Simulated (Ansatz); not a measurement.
**LiCuPO4 (I-4): how robust is the cRPA U?**

Wanted: the sensitivity and cost of U and J for LiCuPO4 (I-4).

Program: Ansatz 0.2.0. Level of theory: constrained RPA on LDA, plane waves, PAW. Results are calculated unless marked as measured.

## (1) Set-up

It takes space group I-4 (No. 82, tetragonal). Conventional cell: a = 4.975 Å, b = 4.975 Å, c = 6.829 Å, α = 90.00°, β = 90.00°, γ = 90.00°. Nearest to Li lie 4 O at 2.01 Å. Nearest to Cu lie 4 O at 1.99 Å. Nearest to P lie 4 O at 1.56 Å. Nearest to O lie 1 P at 1.56 Å and 1 Cu at 1.99 Å and 1 Li at 2.01 Å. Farther neighbours and most contacts between anions are not listed.

The cell and positions are those that the Materials Project relaxed with its own functionals (PBE, PBE+U or r2SCAN), kept fixed. The program's search for lower electronic states was switched off, so nothing shows that the state found is the lowest. The default PAW set here is soft_2. Its files were made with PBE.

## (2) Base: Cu d, bands v5 to v1, 4×4×4 mesh, medium accuracy

Constrained RPA screens the interaction with every transition except those inside the target bands, which a later many-body model would treat itself.

Input file input.yaml:

```yaml
crystal:
  lattice:
    - [-2.487532, 2.487532, 3.414316]
    - [2.487532, -2.487532, 3.414316]
    - [2.487532, 2.487532, -3.414316]
  atoms:
    - { symbol: Li, position: [0.5, 0.5, 0.0] }
    - { symbol: Cu, position: [0.0, 0.0, 0.0] }
    - { symbol: P, position: [0.75, 0.25, 0.5] }
    - { symbol: O, position: [0.058979, 0.563261, 0.865208] }
    - { symbol: O, position: [0.436739, 0.301947, 0.495718] }
    - { symbol: O, position: [0.806229, 0.941021, 0.504282] }
    - { symbol: O, position: [0.698053, 0.193771, 0.134792] }
kpoints:
  mp_grid: { grid: [6, 6, 6] }
hamiltonian:
  xc: lda
scf:
  occupations: { method: gaussian, width: 0.08 }
  n_extra_bands: 19
  max_iter: 150
  lower_state_search: "off"
output:
  crpa:
    kmesh: [4, 4, 4]
    target_bands: [v5, v1]
    projections: [{ species: Cu, l: d, shell: 3 }]
  local_orbitals:
    kmesh: [8, 8, 8]
    orbitals: [{ species: Cu, l: d, shell: 3 }]
    window: { bands: [v5, v1] }
    seedname: lo
```

On the command line:

```console
$ ansatz run input.yaml --threads 4 --pin off --max-ram 9216MiB --backend cpu --events-out ev --progress --plain --runs-dir out
```

Numbers of over 12 decimals in the logs are rounded to 6 here.

Log:

```text
scf.n_extra_bands = 19 over 26 filled bands (N_el = 51.0): the run solves 45 bands
Engine: ansatz 0.2.0, aarch64-unknown-linux-gnu
Pseudopotentials: kind: paw
Pseudopotential: Li, paw, valence charge 3, recommended cutoff 420 eV (normal), Li.paw.azcp
Pseudopotential: Cu, paw, valence charge 19, recommended cutoff 420 eV (normal), Cu.paw.azcp
Pseudopotential: P, paw, valence charge 5, recommended cutoff 420 eV (normal), P.paw.azcp
Pseudopotential: O, paw, valence charge 6, recommended cutoff 420 eV (normal), O.paw.azcp
Functional definition: SPW92
  exchange = slater_x
  correlation = pw_c
Crystal: 7 atoms, lattice volume = 84.509 Å³
Basis set: ecut = 420 eV, 1655 PW (Γ)
Bands: 45, of which v1, the nominal top of the filled ones, is band 26 counted from 1 (25 counted from 0)
Symmetry: 4 space group operations
Space group: I-4 (ITA 82), of the structure as read, at distance tolerance 4.4e-5 Å
k-points: 36 of 216 (time reversal used)
Non-local potential: Li, projectors of the file, l = 0: 3, l = 1: 2, l = 2: 1
Non-local potential: Cu, projectors of the file, l = 0: 3, l = 1: 2, l = 2: 3, l = 3: 1
Non-local potential: P, projectors of the file, l = 0: 2, l = 1: 2, l = 2: 2
Non-local potential: O, projectors of the file, l = 0: 2, l = 1: 2, l = 2: 1
PAW form: soft (Blöchl's): semilocal exchange-correlation on the pseudo side does not see the compensation charge
PAW frozen core: Cu, regenerated for the run's functional, and the local potential with it (the file was generated under x = pbe(κ = 0.804, μ = 0.219515), c = pbe(β = 0.066725))
PAW frozen core: P, regenerated for the run's functional, and the local potential with it (the file was generated under x = pbe(κ = 0.804, μ = 0.219515), c = pbe(β = 0.066725))
PAW frozen core: O, regenerated for the run's functional, and the local potential with it (the file was generated under x = pbe(κ = 0.804, μ = 0.219515), c = pbe(β = 0.066725))
PAW one-centre angular grid: Li, 110 points (default); XC on 64 Gauss nodes
PAW one-centre angular grid: Cu, 590 points (default); XC on 64 Gauss nodes
PAW one-centre angular grid: P, 110 points (default); XC on 64 Gauss nodes
PAW one-centre angular grid: O, 110 points (default); XC on 64 Gauss nodes
Initial density: superposition of atomic densities (neutral atoms: chi_scale 0, normalization atom), corrected by the library's trained network
Initial wavefunctions: pseudopotential atomic-orbital guess
Functional: x = slater, c = lda
SCF iter   1: F=—  HF=-9706.790189 eV  |F-HF|=—  |Δ(HF+E_count)|=         —  Δρ=1.61e-2  dr2=1.73e-1  ethr=1.77e-3  ⟨swp⟩=7.5  Hψ=9192  notcnv=0  defer=273
preconditioner: auto → LDOS  [metal: Δε(μ)=0.007 eV  Ē_g=18.402 eV  σ=0.080 eV  W_gap=0.05  n_scr=14 (ndim 8)  ℏωp=25.9 eV  f_vac=0.159  D(μ)=8.41/eV (n_scr^D=112)  β→1.0]
[...]
SCF 1 converged in 11 iterations: F = -9706.730771 eV  dr2 = 1.86e-8
[...]
NSCF: frozen V_eff on 80 k-points
NSCF: frozen V_eff on 14 k-points
[...]
cRPA screening: q 1/64
cRPA screening: q 2/64
cRPA screening: q 6/64 (q-point 3)
cRPA screening: q 8/64 (q-point 5)
cRPA screening: q 16/64 (q-point 6)
cRPA screening: q 24/64 (q-point 7)
cRPA screening: q 32/64 (q-point 9)
cRPA screening: q 36/64 (q-point 10)
cRPA screening: q 44/64 (q-point 22)
cRPA screening: q 46/64 (q-point 24)
cRPA screening: q 48/64 (q-point 27)
cRPA screening: q 56/64 (q-point 30)
cRPA screening: q 60/64 (q-point 31)
cRPA screening: q 64/64 (q-point 43)
SCF converged after 11 iterations
Free energy (F): -9706.730771 eV
Harris-Foulkes:  -9706.730771 eV  (|F-HF|=1.88e-8)
Internal energy: -9706.703127 eV  (E = F + TS)
E sigma→0 (E₀):  -9706.716949 eV
Entropy (-TS):   -0.027644 eV (-3.949 meV/atom)
Fermi energy:    4.218807 eV
--- Per-component energies (eV) ---
  E_band       = -760.913981
  E_kinetic    = 1097.472732
  E_local      = -7991.199340  (includes V_loc(G=0)·N_el)
  E_nonlocal   = 596.654189
  E_hartree    = 3359.586406
  E_xc         = -449.802112
  E_vxc        = -561.821655  (∫ρ·V_xc dr)
  E_paw        = -2742.084124  (= ΣΔE_a)
  E_vpaw       = -621.191555  (= ΣTr[D̂ρ^β])
  E_aug_tail   = 0.010388  (compensation charges beyond the density's cutoff)
  E_ewald      = -3578.295963
  E_core_change = 0.954698  (= ΣΔE_core)
  E_smearing   = -0.027644  (= −TS)
  E_closure    = 0.000000  (closes the sum)
  Σ components = -9706.730771   (vs F -9706.730771, Δ=0.00e0)
--- Band table (eV; the first three rows and the last of 36) ---
  k-point 0: bands = [... 22 lower, 3.4144, 3.8120, 3.8120, 3.8852, 7.8599, 11.6574, 13.4459, 13.5960, ... 15 higher]
  k-point 1: bands = [... 22 lower, 3.4030, 3.7089, 3.7851, 3.9817, 8.4286, 11.9910, 13.0267, 13.2105, ... 15 higher]
  k-point 2: bands = [... 22 lower, 3.4606, 3.6248, 3.8213, 4.1547, 9.7049, 12.1497, 12.5090, 12.7108, ... 15 higher]
  k-point 35: bands = [... 22 lower, 3.2176, 3.8813, 3.8813, 4.3264, 10.5480, 11.3210, 11.3462, 11.3462, ... 15 higher]
--- cRPA (band scheme, projected local orbitals): target bands 22..26 (1-based), 5 Wannier function(s), 4×4×4 mesh, 52 bands' worth read of 57 solved, ecut_chi 136.0 eV, v(q+G=0) probe_charge, pair densities all_electron ---
  χ-basis size per q: N_G = 296..323
  window electrons = 9.0000, filled by tetrahedron_uncorrected; constrained ε̄⁻¹(q = 0, 0) head = 0.325268; min gauge Gram eig = 0.4454
  Kanamori averages over each shell's own Wannier functions (sites counted from 0, functions from 1):
    Site 1, 3D, 5 of 5 d orbitals (Wannier functions 1, 2, 3, 4, 5; wannier90's mr 1, 2, 3, 4, 5):
      screened: U = 4.9833 eV, U' = 4.1141 eV, J = 0.4503 eV
      screened d-shell averages: U_bar = F0 = 4.2879 eV, J_bar = 0.6241 eV
      screened, to within: U = 4.6e-3 eV, U' = 4.6e-3 eV, J = 6.0e-4 eV
      screened d-shell averages, to within: U_bar = 3.7e-3 eV, J_bar = 8.3e-4 eV
      bare: V = 17.5015 eV, V' = 16.3804 eV, J = 0.5908 eV
      bare d-shell averages: V_bar = F0 = 16.6047 eV, J_bar = 0.8150 eV
  Hermiticity witness max|P − P†| over intra, direct and exchange elements: 1.42e-14 eV (screened), 1.96e-18 eV (bare)
  Reality witness max|Im| over intra, direct and exchange elements: 2.00e-12 eV (screened), 7.00e-12 eV (bare)
```

The job ended after 6.3 min (4 threads of Arm Neoverse V2, shared host; peak memory 0.7 GiB).

Reading the cycles: dr2 is the Hartree energy of the density residual (eV), the measure of convergence; HF is the Harris–Foulkes estimate of the energy, which meets the free energy F at convergence.

Numbers from this step:

| Quantity | Value |
| --- | --- |
| U | 4.983 eV |
| U prime (inter-orbital) | 4.114 eV |
| J | 0.4503 eV |
| bare V | 17.50 eV |
| bare J | 0.5908 eV |
| stated bound on U | 0.004550 eV |
| U over bare V | 0.2847 |
| electrons in the window | 9.000 |
| head of the constrained inverse dielectric matrix | 0.3253 |
| least eigenvalue of the projection's overlap | 0.4454 |
| target functions | 5 |
| bands in the sums | 52 |
| r.m.s. miss of the model bands | 1.44e-4 eV |
| width of the target bands | 1.547 eV |
| weight of the projected orbitals in the window | 0.6806 |

On the Cu d shell, screening brings the on-site interaction from 17.5 eV down to U = 4.98 eV.

## (3) Changed: 2×2×2 mesh

Edit input.yaml of step 2 so:

```diff
@@ -24,9 +24,4 @@
   crpa:
-    kmesh: [4, 4, 4]
+    kmesh: [2, 2, 2]
     target_bands: [v5, v1]
     projections: [{ species: Cu, l: d, shell: 3 }]
-  local_orbitals:
-    kmesh: [8, 8, 8]
-    orbitals: [{ species: Cu, l: d, shell: 3 }]
-    window: { bands: [v5, v1] }
-    seedname: lo
```

Log:

```text
[...]
Crystal: 7 atoms, lattice volume = 84.509 Å³
Basis set: ecut = 420 eV, 1655 PW (Γ)
Bands: 45, of which v1, the nominal top of the filled ones, is band 26 counted from 1 (25 counted from 0)
[... 1 set-up line as in the run before ...]
[...]
k-points: 36 of 216 (time reversal used)
[...]
SCF iter   1: F=—  HF=-9706.790189 eV  |F-HF|=—  |Δ(HF+E_count)|=         —  Δρ=1.61e-2  dr2=1.73e-1  ethr=1.77e-3  ⟨swp⟩=7.5  Hψ=9192  notcnv=0  defer=273
[...]
SCF iter  11: F=-9706.730771 eV  HF=-9706.730771 eV  |F-HF|=1.88e-8  |Δ(HF+E_count)|=   1.52e-8  Δρ=5.60e-6  dr2=1.86e-8  ethr=1.96e-10  ⟨swp⟩=2.0  Hψ=2692  notcnv=0
SCF 1 converged in 11 iterations: F = -9706.730771 eV  dr2 = 1.86e-8
[...]
NSCF: frozen V_eff on 4 k-points
[...]
cRPA screening: q 1/8
cRPA screening: q 2/8
cRPA screening: q 4/8 (q-point 3)
cRPA screening: q 8/8
SCF converged after 11 iterations
Free energy (F): -9706.730771 eV
[...]
Internal energy: -9706.703127 eV  (E = F + TS)
E sigma→0 (E₀):  -9706.716949 eV
Entropy (-TS):   -0.027644 eV (-3.949 meV/atom)
Fermi energy:    4.218807 eV
[...]
--- Band table (eV; the first three rows and the last of 36) ---
  k-point 0: bands = [... 22 lower, 3.4144, 3.8120, 3.8120, 3.8852, 7.8599, 11.6574, 13.4459, 13.5960, ... 15 higher]
  k-point 1: bands = [... 22 lower, 3.4030, 3.7089, 3.7851, 3.9817, 8.4286, 11.9910, 13.0267, 13.2105, ... 15 higher]
  k-point 2: bands = [... 22 lower, 3.4606, 3.6248, 3.8213, 4.1547, 9.7049, 12.1497, 12.5090, 12.7108, ... 15 higher]
  k-point 35: bands = [... 22 lower, 3.2176, 3.8813, 3.8813, 4.3264, 10.5480, 11.3210, 11.3462, 11.3462, ... 15 higher]
[...]
χ-basis size per q: N_G = 300..323
[...]
screened: U = 5.1686 eV, U' = 4.2883 eV, J = 0.4534 eV
      screened d-shell averages: U_bar = F0 = 4.4644 eV, J_bar = 0.6295 eV
      screened, to within: U = 7.3e-3 eV, U' = 7.3e-3 eV, J = 7.0e-4 eV
      screened d-shell averages, to within: U_bar = 6.2e-3 eV, J_bar = 9.6e-4 eV
      bare: V = 17.8419 eV, V' = 16.7083 eV, J = 0.5925 eV
      bare d-shell averages: V_bar = F0 = 16.9350 eV, J_bar = 0.8193 eV
[...]
```

The job ended after 20 s (4 threads; peak memory 0.59 GiB).

Numbers from this step:

```yaml
u: 5.169 eV
u_prime_inter_orbital: 4.288 eV
j: 0.4534 eV
bare_v: 17.84 eV
bare_j: 0.5925 eV
stated_bound_on_u: 0.007254 eV
u_over_bare_v: 0.2897
electrons_in_the_window: 9
head_of_the_constrained_inverse_dielectric_matrix: 0.3328
least_eigenvalue_of_the_projection_s_overlap: 0.4454
target_functions: 5
bands_in_the_sums: 52
width_of_the_target_bands: 1.547 eV
weight_of_the_projected_orbitals_in_the_window: 0.6806
```

On the Cu d shell, screening brings the on-site interaction from 17.8 eV down to U = 5.17 eV.

## (4) Changed: smooth pair densities

Edit input.yaml of step 3 so:

```diff
@@ -24,4 +24,5 @@
   crpa:
-    kmesh: [2, 2, 2]
+    kmesh: [4, 4, 4]
     target_bands: [v5, v1]
     projections: [{ species: Cu, l: d, shell: 3 }]
+    pair_densities: pseudo
```

Log:

```text
[...]
Crystal: 7 atoms, lattice volume = 84.509 Å³
Basis set: ecut = 420 eV, 1655 PW (Γ)
Bands: 45, of which v1, the nominal top of the filled ones, is band 26 counted from 1 (25 counted from 0)
[... 1 set-up line as in the run before ...]
[...]
k-points: 36 of 216 (time reversal used)
[...]
screened, to within: U = 2.5e-3 eV, U' = 2.5e-3 eV, J = 1.4e-4 eV
      screened d-shell averages, to within: U_bar = 2.3e-3 eV, J_bar = 1.9e-4 eV
      screened, sum over states alone: U = 5.6900 eV, U' = 4.6487 eV, J = 0.5352 eV
      screened d-shell averages, sum over states alone: U_bar = F0 = 4.8570 eV, J_bar = 0.7435 eV
      bare: V = 17.5015 eV, V' = 16.3804 eV, J = 0.5908 eV
      bare d-shell averages: V_bar = F0 = 16.6047 eV, J_bar = 0.8150 eV
[...]
[key lines of the parts left out:]
SCF converged after 11 iterations
Free energy (F): -9706.730771 eV
Fermi energy:    4.218807 eV
```

It took 5.8 min on 4 threads; peak memory 0.63 GiB.

Numbers from this step:

```
U                                                 : 5.056 eV
U prime (inter-orbital)                           : 4.114 eV
J                                                 : 0.4871 eV
bare V                                            : 17.50 eV
bare J                                            : 0.5908 eV
stated bound on U                                 : 0.002440 eV
U over bare V                                     : 0.2889
electrons in the window                           : 9.000
head of the constrained inverse dielectric matrix : 0.3262
least eigenvalue of the projection's overlap      : 0.4454
target functions                                  : 5
bands in the sums                                 : 52
width of the target bands                         : 1.547 eV
weight of the projected orbitals in the window    : 0.6806
```

On the Cu d shell, screening brings the on-site interaction from 17.5 eV down to U = 5.06 eV.

## (5) Changed: sums over states

Edit input.yaml of step 4 so:

```diff
@@ -27,2 +27,4 @@
     projections: [{ species: Cu, l: d, shell: 3 }]
-    pair_densities: pseudo
+    accuracy: sum_over_states
+    n_empty_bands: 26
+    ecut_chi: 70
```

Log:

```text
[...]
Crystal: 7 atoms, lattice volume = 84.509 Å³
Basis set: ecut = 420 eV, 1655 PW (Γ)
Bands: 45, of which v1, the nominal top of the filled ones, is band 26 counted from 1 (25 counted from 0)
[... 1 set-up line as in the run before ...]
[...]
k-points: 36 of 216 (time reversal used)
[...]
χ-basis size per q: N_G = 108..121
[...]
U and J over all bands: no bound (output.crpa.accuracy: sum_over_states); those below are of the sums over the bands read on the sphere of ecut_chi, with what the atoms add
[...]
screened: U = 5.2676 eV, U' = 4.3578 eV, J = 0.4702 eV
      screened d-shell averages: U_bar = F0 = 4.5398 eV, J_bar = 0.6522 eV
      bare: V = 17.5015 eV, V' = 16.3804 eV, J = 0.5908 eV
      bare d-shell averages: V_bar = F0 = 16.6047 eV, J_bar = 0.8150 eV
[...]
[key lines of the parts left out:]
SCF converged after 11 iterations
Free energy (F): -9706.730771 eV
Fermi energy:    4.218807 eV
```

Run time: 17 s. Hardware: 4 threads; peak memory 0.56 GiB.

This variant gives U = 5.27 eV against 4.98 eV. It is a finite sum over empty states with no bound on its error and stays out of the table below.

## (6) Changed: one k-point

Edit input.yaml of step 5 so:

```diff
@@ -24,7 +24,4 @@
   crpa:
-    kmesh: [4, 4, 4]
+    kmesh: [1, 1, 1]
     target_bands: [v5, v1]
     projections: [{ species: Cu, l: d, shell: 3 }]
-    accuracy: sum_over_states
-    n_empty_bands: 26
-    ecut_chi: 70
```

Log:

```text
[...]
Crystal: 7 atoms, lattice volume = 84.509 Å³
Basis set: ecut = 420 eV, 1655 PW (Γ)
Bands: 45, of which v1, the nominal top of the filled ones, is band 26 counted from 1 (25 counted from 0)
[... 1 set-up line as in the run before ...]
[...]
k-points: 36 of 216 (time reversal used)
[...]
χ-basis size per q: N_G = 323..323
[...]
screened: U = 5.1883 eV, U' = 4.1521 eV, J = 0.5377 eV
      screened d-shell averages: U_bar = F0 = 4.3593 eV, J_bar = 0.7449 eV
      screened, to within: U = 2.2e-2 eV, U' = 2.2e-2 eV, J = 1.1e-3 eV
      screened d-shell averages, to within: U_bar = 2.0e-2 eV, J_bar = 1.6e-3 eV
      bare: V = 21.1742 eV, V' = 19.8644 eV, J = 0.6991 eV
      bare d-shell averages: V_bar = F0 = 20.1263 eV, J_bar = 0.9611 eV
[...]
[key lines of the parts left out:]
SCF converged after 11 iterations
Free energy (F): -9706.730771 eV
Fermi energy:    4.218807 eV
```

It took 7 s on 4 threads; peak memory 0.55 GiB.

The run ended normally, though the input holds a fault or crude settings.

The fault put into this input: one k-point. It printed U = 5.19 eV, which is no property of the model meant.

## (7) Side by side

Times are wall times on 4 threads of Arm Neoverse V2, shared host, good to a factor of about two.

| run | bare V (eV) | U (eV) | J (eV) | bound on U (eV) | width (eV) | time |
| --- | --- | --- | --- | --- | --- | --- |
| target window | 17.50 | 4.983 | 0.450 | 0.0046 | 1.55 | 6.3 min |
| 2×2×2 mesh | 17.84 | 5.169 | 0.453 | 0.0073 | 1.55 | 20 s |
| smooth pair densities | 17.50 | 5.056 | 0.487 | 0.0024 | 1.55 | 5.8 min |

## (8) Summary of results

```
target window         : U 4.98 eV, J 0.45 eV
2×2×2 mesh            : U 5.17 eV, J 0.45 eV
smooth pair densities : U 5.06 eV, J 0.49 eV
```

2×2×2 mesh moves U by +0.19 eV at 0.052 times the time. Smooth pair densities moves U by +0.07 eV. The printed bound covers the solver alone, not the mesh, and no denser mesh than the base was run. The parent state is non-magnetic and the interaction static (zero frequency); U depends on the window and the orbitals, so it belongs to this model alone.

[Paths, hosts, dates, memory and timing lines, banners, echoed tables and standing remarks are left out of the program output.]

[Logs are printed without paths, hosts, clocks, repeated set-up lines and the standing remarks that a program may print on its own settings, such as how far it seeks lower states.]

[Runs of the session that timed out or met a known fault of the program may be left out.]

[Hosts, paths, dates, database ids (printed as entryN), source tags and the programs' standing remarks are cut or masked in the printed files.]
